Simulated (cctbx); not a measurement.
## Which space group?

Cell: a = 4.3550 Å, b = 16.9170 Å, c = 4.2160 Å, α = 90.00°, β = 90.00°, γ = 90.00°. Expected content of the cell: Pr4 Ti4 Si8.

Simulated single-crystal data (cctbx): Mo Kα, λ = 0.71073 Å, to d = 0.65 Å, 80 % of the full sphere, strongest reflection 5000 counts, noise from counting, a 1.5 % proportional error and a noise floor of 8 counts (s.d.); no absorption, some extinction.

Tests on the unmerged data give:

```text
3810 reflections to d = 0.651 A
centring   violations  <I/sigma> of those
    A        667 of  1891      5.3
    B        667 of  1894      5.3
    C          0 of  1901      0.0
    I        754 of  1882      5.7
    R        870 of  2551      5.2
    F        667 of  2843      3.5
Laue class    unique    Rint  (classes that these axes allow; Friedel mates merged)
C 1 2/m 1         616   0.039
C 2/m 1 1         656   0.041
C m m m           378   0.044
space group    extra absences  I>4sigma  <I/sigma>
C 2 2 21                5          0      -0.2  acentric
C 2 2 2                 0          0         -  acentric
C m m 2                 0          0         -  acentric
C m c 21               27          0       0.4  acentric
C 2 m m                 0          0         -  acentric
C m 2 m                 0          0         -  acentric
C 2 c m                27          0       0.4  acentric
C m c m                27          0       0.4  centric
C m m m                 0          0         -  centric
Wilson B = 1.21 A^2   <|E^2-1|> = 0.759 (0.968 centric, 0.736 acentric)   E^2>4: 0.8 %
shell (A)         n   <I/sigma>
 8.46 - 1.30     60     36.9
 1.30 - 1.03     44     24.7
 1.03 - 0.90     48     26.8
 0.90 - 0.82     48     18.6
 0.82 - 0.76     40     17.8
 0.76 - 0.72     41     18.9
 0.72 - 0.68     51     11.7
 0.68 - 0.65     46     12.2
```

Q: Read the symmetry from these tables.

The reflections that C centring forbids are absent (⟨I/σ⟩ near 0), so the lattice is C.

Rint stays low (0.039 to 0.044) up to C m m m, the highest class in these axes.

9 settings pass the absence test. The most absences obeyed, 27, belong to C m c 21, C 2 c m and C m c m, which absences can't tell apart.

⟨|E²−1|⟩ = 0.759 leans to a non-centrosymmetric structure. Here that hint misleads: the statistic assumes many like atoms on general positions, and few, heavy or special-position atoms break it. The Wilson B of 1.21 Å² means U ≈ 0.0153 Å².

The true group is Cmcm (no. 63), Laue class mmm, centrosymmetric. The tables only narrow the choice to the tied entries; cell content, site symmetry and trial solutions must settle it.

The model was made for the exercise: a known structure type with other elements put in, its volume estimated, not relaxed; displacement parameters are assumed.

[Logs are printed without paths, hosts, clocks, repeated set-up lines and the standing remarks that a program may print on its own settings, such as how far it seeks lower states.]
